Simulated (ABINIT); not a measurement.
# A GW chain in ABINIT: WS2 (Tungstenite)

Aim: the G0W0 gap of WS2 (Tungstenite) on PBEsol, step by step.

Main program and level: ABINIT 10.8.3; PBEsol and many-body steps on it, plane waves.

### Step 1. The structure

The structure is hexagonal, space group P6_3/mmc (No. 194). Conventional cell: a = 3.153 Å, b = 3.153 Å, c = 12.323 Å, α = 90.00°, β = 90.00°, γ = 120.00°. Nearest to W lie 6 S at 2.40 Å. Nearest to S lie 3 W at 2.40 Å. Farther neighbours and most contacts between anions are not listed.

As a file:

```cif
data_structure
_symmetry_space_group_name_H-M 'P 1'
_symmetry_Int_Tables_number 1
_cell_length_a 3.1532
_cell_length_b 3.1532
_cell_length_c 12.3230
_cell_angle_alpha 90.000
_cell_angle_beta 90.000
_cell_angle_gamma 120.000
_cell_volume 106.11
loop_
_atom_site_label
_atom_site_type_symbol
_atom_site_fract_x
_atom_site_fract_y
_atom_site_fract_z
_atom_site_occupancy
W1 W 0.33333 0.66667 0.25000 1
W2 W 0.66667 0.33333 0.75000 1
S3 S 0.33333 0.66667 0.62250 1
S4 S 0.66667 0.33333 0.12250 1
S5 S 0.33333 0.66667 0.87750 1
S6 S 0.66667 0.33333 0.37750 1
```

The cell and positions come from the Crystallography Open Database and are kept as given unless a step says otherwise. Spin-orbit coupling is left out unless a step names it.

### Step 2. Ground state

This step: ABINIT 10.8.3; DFT, PBEsol, plane waves, norm-conserving pseudopotentials.

The ground-state density comes first.

Input file run.abi:

```
acell 3*1.0 Angstrom
rprim 
  3.153199999992 0.000000000002 0.000000000000
  -1.576599999998 2.730751303206 0.000000000000
  0.000000000000 0.000000000000 12.323000000000
ntypat 2
znucl 74 16
natom 6
typat 1 1 2 2 2 2
xred 
  0.333333333333 0.666666666667 0.250000000000
  0.666666666667 0.333333333333 0.750000000000
  0.333333333333 0.666666666667 0.622500000000
  0.666666666667 0.333333333333 0.122500000000
  0.333333333333 0.666666666667 0.877500000000
  0.666666666667 0.333333333333 0.377500000000
pp_dirpath "pseudos"
pseudos "W.upf, S.upf"
ecut 31
ngkpt 6 6 2
nshiftk 1
shiftk 0 0 0
kptopt 1
chksymbreak 0
nband 33
occopt 1
tolvrs 1e-10
nstep 60
prtwf 0
indata_prefix "in"
outdata_prefix "out"
tmpdata_prefix "tmp"
```

Run with:

```
> OMP_NUM_THREADS=1 mpirun -n 4 abinit run.abi > log
```

Numbers of over 12 decimals in the logs are rounded to 6 here.

Log:

```text
.Version 10.8.3 of ABINIT. v10.8.2 released Aug 2026.

 Symmetries : space group P6_3/m m c (#194); Bravais hP (primitive hexag.)
================================================================================
 Values of the parameters that define the memory need of the present run
     intxc =       0    ionmov =       0      iscf =       7    lmnmax =       8
     lnmax =       8     mgfft =     120  mpssoang =       4    mqgrid =    5837
     natom =       6  nloc_mem =       1    nspden =       1   nspinor =       1
    nsppol =       1      nsym =      24    n1xccc =    2501    ntypat =       2
    occopt =       1   xclevel =       2
-    mband =          33        mffmem =           1         mkmem =           4
       mpw =        5944          nfft =      108000          nkpt =          14
================================================================================
  Rough estimation (10% accuracy) of disk space for files :
================================================================================

--------------------------------------------------------------------------------
------------- Echo of variables that govern the present computation ------------
--------------------------------------------------------------------------------
 -outvars: echo values of preprocessed input variables --------
            acell      1.8897261259E+00  1.8897261259E+00  1.8897261259E+00 Bohr

      chksymbreak           0
             ecut      3.10000000E+01 Hartree
-          fftalg         312

              ixc     -116133
              kpt      0.00000000E+00  0.00000000E+00  0.00000000E+00
                       1.66666667E-01  0.00000000E+00  0.00000000E+00
                       3.33333333E-01  0.00000000E+00  0.00000000E+00
                       5.00000000E-01  0.00000000E+00  0.00000000E+00
                       1.66666667E-01  1.66666667E-01  0.00000000E+00
                       3.33333333E-01  1.66666667E-01  0.00000000E+00
                       3.33333333E-01  3.33333333E-01  0.00000000E+00
                       0.00000000E+00  0.00000000E+00  5.00000000E-01
                       1.66666667E-01  0.00000000E+00  5.00000000E-01
                       3.33333333E-01  0.00000000E+00  5.00000000E-01
                       5.00000000E-01  0.00000000E+00  5.00000000E-01
[...]
kptrlatt        6    0    0      0    6    0      0    0    2
          kptrlen      3.57521065E+01
P           mkmem           4
            natom           6
            nband          33
            ngfft          30      30     120
             nkpt          14
            nstep          60
             nsym          24
           ntypat           2
              occ      2.000000  2.000000  2.000000  2.000000  2.000000  2.000000
                       2.000000  2.000000  2.000000  2.000000  2.000000  2.000000
                       2.000000  2.000000  2.000000  2.000000  2.000000  2.000000
                       2.000000  2.000000  2.000000  2.000000  2.000000  2.000000
                       2.000000  2.000000  0.000000  0.000000  0.000000  0.000000
[...]
prtwf           0
            rprim      3.1532000000E+00  2.0000000000E-12  0.0000000000E+00
[...]
spgroup         194

           tolvrs      1.00000000E-10

             xred      3.3333333333E-01  6.6666666667E-01  2.5000000000E-01
[...]
znucl       74.00000   16.00000

================================================================================

 chkinp: Checking input parameters for consistency.

================================================================================
== DATASET  1 ==================================================================
-   mpi_nproc: 4, omp_nthreads: 1 (-1 if OMP is not activated)

--- !DatasetInfo
iteration_state: {dtset: 1, }
dimensions: {natom: 6, nkpt: 14, mband: 33, nsppol: 1, nspinor: 1, nspden: 1, mpw: 5944, }
cutoff_energies: {ecut:  31.0, pawecutdg:  -1.0, }
electrons: {nelect:   5.20000000E+01, charge:   0.00000000E+00, occopt:   1.00000000E+00, tsmear:   1.00000000E-02, }

 Real(R)+Recip(G) space primitive vectors, cartesian coordinates (Bohr,Bohr^-1):
 R(1)=  5.9586844  0.0000000  0.0000000  G(1)=  0.1678223  0.0968922  0.0000000
 R(2)= -2.9793422  5.1603721  0.0000000  G(2)=  0.0000000  0.1937845  0.0000000
 R(3)=  0.0000000  0.0000000 23.2870950  G(3)=  0.0000000  0.0000000  0.0429422
 Unit cell volume ucvol=  7.1605555E+02 bohr^3
 Angles (23,13,12)=  9.00000000E+01  9.00000000E+01  1.20000000E+02 degrees

 getcut: wavevector=  0.0000  0.0000  0.0000  ngfft=  30  30 120
         ecut(hartree)=     31.000   => boxcut(ratio)=   2.01023

--- Pseudopotential description ------------------------------------------------
- W Generated using ONCVPSP code by D. R. Hamann
- 74.00000  14.00000  180301                  znucl, zion, pspdat
12 -116133 3 -1 1396                          pspcod,pspxc,lmax,lloc,mmax
     nproj     2     2     2     2
  pspatm : epsatm=   11.51367016
         --- l  ekb(1:nproj) -->
[...]
pspatm: atomic psp has been read  and splines computed

- S Generated using ONCVPSP code by D. R. Hamann
- 16.00000   6.00000  180301                  znucl, zion, pspdat
[...]
ETOT  8  -195.92934843387    -1.296E-09 5.306E-04 1.864E-06
 ETOT  9  -195.92934843407    -2.001E-10 2.928E-04 9.256E-08
 ETOT 10  -195.92934843408    -1.026E-11 6.341E-04 4.446E-09
 ETOT 11  -195.92934843408     1.023E-12 2.018E-04 3.334E-10
 ETOT 12  -195.92934843409    -5.599E-12 6.740E-04 1.200E-12

 At SCF step   12       vres2   =  1.20E-12 < tolvrs=  1.00E-10 =>converged.

 Cartesian components of stress tensor (hartree/bohr^3)
  sigma(1 1)=  3.62550091E-05  sigma(3 2)=  0.00000000E+00
  sigma(2 2)=  3.62550091E-05  sigma(3 1)=  0.00000000E+00
  sigma(3 3)=  2.04722879E-05  sigma(2 1)=  0.00000000E+00

--- !ResultsGS
iteration_state: {dtset: 1, }
comment   : Summary of ground state results
lattice_vectors:
- [  5.9586844,   0.0000000,   0.0000000, ]
- [ -2.9793422,   5.1603721,   0.0000000, ]
- [  0.0000000,   0.0000000,  23.2870950, ]
lattice_lengths: [   5.95868,    5.95868,   23.28710, ]
lattice_angles: [ 90.000,  90.000, 120.000, ] # degrees, (23, 13, 12)
lattice_volume:   7.1605555E+02
convergence: {deltae: -5.599E-12, res2:  1.200E-12, residm:  6.740E-04, diffor: null, }
etotal    :  -1.95929348E+02
entropy   :   0.00000000E+00
fermie    :   3.47826546E-01
cartesian_stress_tensor: # hartree/bohr^3
- [  3.62550091E-05,   0.00000000E+00,   0.00000000E+00, ]
- [  0.00000000E+00,   3.62550091E-05,   0.00000000E+00, ]
- [  0.00000000E+00,   0.00000000E+00,   2.04722879E-05, ]
pressure_GPa:  -9.1188E-01
xred      :
- [  3.3333E-01,   6.6667E-01,   2.5000E-01,  W]
- [  6.6667E-01,   3.3333E-01,   7.5000E-01,  W]
- [  3.3333E-01,   6.6667E-01,   6.2250E-01,  S]
- [  6.6667E-01,   3.3333E-01,   1.2250E-01,  S]
- [  3.3333E-01,   6.6667E-01,   8.7750E-01,  S]
- [  6.6667E-01,   3.3333E-01,   3.7750E-01,  S]
cartesian_forces: # hartree/bohr
- [  4.70714436E-31,   7.88124608E-30,  -0.00000000E+00, ]
- [ -5.17785879E-30,  -2.14696014E-29,  -1.80669085E-31, ]
- [ -2.35357218E-30,   2.25566698E-29,   2.85356301E-03, ]
- [  8.94357428E-30,  -2.31002040E-29,   2.85356301E-03, ]
- [ -2.35357218E-30,  -3.61450251E-29,  -2.85356301E-03, ]
- [  4.70714436E-31,   5.02769146E-29,  -2.85356301E-03, ]
force_length_stats: {min:   7.89529048E-30, max:   2.85356301E-03, mean:   1.90237534E-03, }

 Integrated electronic density in atomic spheres:
 ------------------------------------------------
 Atom  Sphere_radius  Integrated_density
[...]
================================================================================

 ----iterations are completed or convergence reached----

 Mean square residual over all n,k,spin=   32.985E-07; max=  67.401E-05
 reduced coordinates (array xred) for    6 atoms
[...]
0.666666666667      0.333333333333      0.750000000000
       0.333333333333      0.666666666667      0.622500000000
       0.666666666667      0.333333333333      0.122500000000
       0.333333333333      0.666666666667      0.877500000000
       0.666666666667      0.333333333333      0.377500000000
 rms dE/dt=  3.1325E-02; max dE/dt=  6.6451E-02; dE/dt below (all hartree)
    1       0.000000000000     -0.000000000000      0.000000000000
    2       0.000000000000      0.000000000000      0.000000000000
    3       0.000000000000     -0.000000000000     -0.066451193043
    4      -0.000000000000      0.000000000000     -0.066451193043
    5       0.000000000000      0.000000000000      0.066451193043
    6       0.000000000000     -0.000000000000      0.066451193043

 cartesian coordinates (angstrom) at end:
    1     -1.33e-12     1.820501     3.080750
    2      1.576600     0.910250     9.242250
    3     -1.33e-12     1.820501     7.671068
    4      1.576600     0.910250     1.509567
[...]
cartesian forces (hartree/bohr) at end:
[...]
frms,max,avg= 1.3451825E-03 2.8535630E-03   0.000E+00  0.000E+00  0.000E+00 h/b

 cartesian forces (eV/Angstrom) at end:
[...]
2     -0.000000    -0.000000    -0.000000
    3     -0.000000     0.000000     0.146736
    4      0.000000    -0.000000     0.146736
    5     -0.000000    -0.000000    -0.146736
    6      0.000000     0.000000    -0.146736
 frms,max,avg= 6.9172065E-02 1.4673611E-01   0.000E+00  0.000E+00  0.000E+00 e/A
 length scales=  1.889726125908  1.889726125908  1.889726125908 bohr
              =  1.000000000000  1.000000000000  1.000000000000 angstroms
 prteigrs : about to open file out_EIG
 Fermi (or HOMO) energy (hartree) =   0.34783   Average Vxc (hartree)=  -0.41772
 Eigenvalues (hartree) for nkpt=  14  k points:
 kpt#   1, nband= 33, wtk=  0.01389, kpt=  0.0000  0.0000  0.0000 (reduced coord)
  -2.39305   -2.39305   -1.07992   -1.07991   -1.07273   -1.07273   -1.07273   -1.07273
  -0.22663   -0.21799   -0.16946   -0.15295    0.06552    0.10502    0.20518    0.21990
   0.21990    0.22041    0.22041    0.26565    0.26565    0.26762    0.26762    0.29311
   0.30155    0.34783    0.43249    0.43256    0.43285    0.43359    0.43506    0.43807
   0.44206
 prteigrs : prtvol=0 or 1, do not print more k-points.

--- !EnergyTerms
iteration_state     : {dtset: 1, }
comment             : Components of total free energy in Hartree
kinetic             :  5.62119790758246E+01
hartree             :  5.11950838890020E+01
xc                  : -4.56299852330600E+01
Ewald energy        : -1.20345391836037E+02
psp_core            :  4.20477196747629E+00
local_psp           : -1.72934273533381E+02
non_local_psp       :  3.13684672360857E+01
total_energy        : -1.95929348434089E+02
total_energy_eV     : -5.33150917716340E+03
band_energy         : -1.80219338577806E+01

 Cartesian components of stress tensor (hartree/bohr^3)
  sigma(1 1)=  3.62550091E-05  sigma(3 2)=  0.00000000E+00
  sigma(2 2)=  3.62550091E-05  sigma(3 1)=  0.00000000E+00
  sigma(3 3)=  2.04722879E-05  sigma(2 1)=  0.00000000E+00

-Cartesian components of stress tensor (GPa)         [Pressure= -9.1188E-01 GPa]
- sigma(1 1)=  1.06665919E+00  sigma(3 2)=  0.00000000E+00
- sigma(2 2)=  1.06665919E+00  sigma(3 1)=  0.00000000E+00
- sigma(3 3)=  6.02315505E-01  sigma(2 1)=  0.00000000E+00

== END DATASET(S) ==============================================================
================================================================================

 -outvars: echo values of variables after computation  --------
           etotal     -1.9592934843E+02
            nband          33
             nkpt          14
          spgroup         194
 [... the other variables as echoed above ...]

 Calculation completed.
```

Elapsed: 47 s, on 4 MPI ranks of Arm Neoverse V1, shared host; peak memory 0.37 GiB; 3.1 min of CPU time.

This step gave:

```
total energy               : -5331.5092 eV
gap                        : 0.9350 eV
k of the valence top       : 0, 0, 0
k of the conduction bottom : 0.1667, 0.1667, 0
least direct gap           : 1.822 eV
pressure                   : -0.9119 GPa
```

The gap is indirect, with the least direct gap 0.89 eV higher.

The cutoff was set for levels, not for stress, so the pressure can be off by some GPa.

[end of part 1 of 3]

[Paths, hosts, dates, memory and timing lines, banners, echoed tables and standing remarks are left out of the program output.]

[Logs are printed without paths, hosts, clocks, repeated set-up lines and the standing remarks that a program may print on its own settings, such as how far it seeks lower states.]

[Runs of the session that timed out or met a known fault of the program may be left out.]

[Hosts, paths, dates, database ids (printed as entryN), source tags and the programs' standing remarks are cut or masked in the printed files.]

[G0W0 gaps are taken among the corrected bands and points alone; a level outside them can change the order at an edge.]

[Where Ansatz stands beside ABINIT at settings called matched, ABINIT's density can come from a denser mesh and the files from another edition; pairs whose starting gaps differed by over 0.03 eV were left out, so agreement reads better than it is.]
